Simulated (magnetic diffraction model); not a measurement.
**Magnetic neutron pattern of CeTaSbPd2**

Space group P4/nmm (no. 129, origin choice 1), a = 4.4880 Å, c = 9.7290 Å.

```csv
site,atom,x,y,z
2c,Ta,1/2,0,0.1209
2c,Ce,1/2,0,0.7566
2b,Sb,1/2,1/2,1/2
2c,Pd,1/2,0,0.3783
2a,Pd,1/2,1/2,0
```

The compound is invented for this exercise: a known structure type with other elements, its cell scaled to their sizes and not relaxed.

Only Ce is taken to order (form factors of Ce3+); orders and moment sizes are assumed, and not adapted to the symmetry. Radiation: neutrons of λ = 1.8 Å, 3° to 60°; isotropic B of 0.43 Å² (Ta), 0.36 Å² (Ce), 0.48 Å² (Sb) and 0.39 Å² (Pd). Simulated constant-wavelength pattern: nuclear and magnetic terms add, the magnetic one as |2.695 fm × Σ f S⊥ exp(2πi Q·r) exp(−B s²)|², summed over all Q at one angle with the factor 1/(sin²θ cos θ). For collinear order S is the moment m, which repeats by lattice and centring translations R with the sign exp(−2πi k·R). Free-ion form factors, Sears's scattering lengths of 1992, no absorption; a label names one of the reflections at its angle. The strongest nuclear line in the range is 100, and lines under 0.2 are left out.

Assume the order k = (0 0 0), collinear moments along [111], 1.4 μB on Ce; signs + at (1/2, 0, 0.7566), − at (0, 1/2, 0.2434).

Predict the pattern, nuclear and magnetic parts apart.

| 2θ (°) | index | nuclear | magnetic |
| --- | --- | --- | --- |
| 10.62 | (0 0 1) | 1.8 | 4.4 |
| 21.32 | (0 0 2) | 14.0 | 0.0 |
| 23.14 | (1 0 0) | 0.0 | 5.0 |
| 25.52 | (1 0 1) | 12.1 | 0.0 |
| 31.67 | (1 0 2) | 0.2 | 3.5 |
| 32.23 | (0 0 3) | 0.1 | 0.4 |
| 32.95 | (1 1 0) | 8.8 | 0.0 |
| 34.71 | (1 1 1) | 0.1 | 3.8 |
| 39.59 | (1 1 2) | 80.3 | 0.0 |
| 40.05 | (1 0 3) | 66.9 | 0.0 |
| 43.44 | (0 0 4) | 0.8 | 0.0 |
| 46.76 | (1 1 3) | 0.6 | 1.4 |
| 47.29 | (2 0 0) | 100.0 | 0.0 |
| 48.61 | (2 0 1) | 0.4 | 1.8 |
| 49.78 | (1 0 4) | 0.2 | 0.8 |
| 52.42 | (2 0 2) | 10.3 | 0.0 |
| 53.28 | (2 1 0) | 0.0 | 1.4 |
| 54.50 | (2 1 1) | 5.9 | 0.0 |
| 55.58 | (1 1 4) | 67.2 | 0.0 |
| 58.03 | (2 1 2) | 0.1 | 2.1 |
| 58.38 | (2 0 3) | 0.1 | 0.9 |

The strongest magnetic line in the range is (1 0 0) at 23.14° (5.0). On top of the Lorentz factor, which all lines share, magnetic lines fade with angle because f falls: for Ce3+ it is 0.96, 0.86, 0.71 and 0.43 at sin θ/λ = 0.1, 0.2, 0.3 and 0.5 Å⁻¹, while nuclear lengths stay constant. The order has no net moment.

[Logs are printed without paths, hosts, clocks, repeated set-up lines and the standing remarks that a program may print on its own settings, such as how far it seeks lower states.]
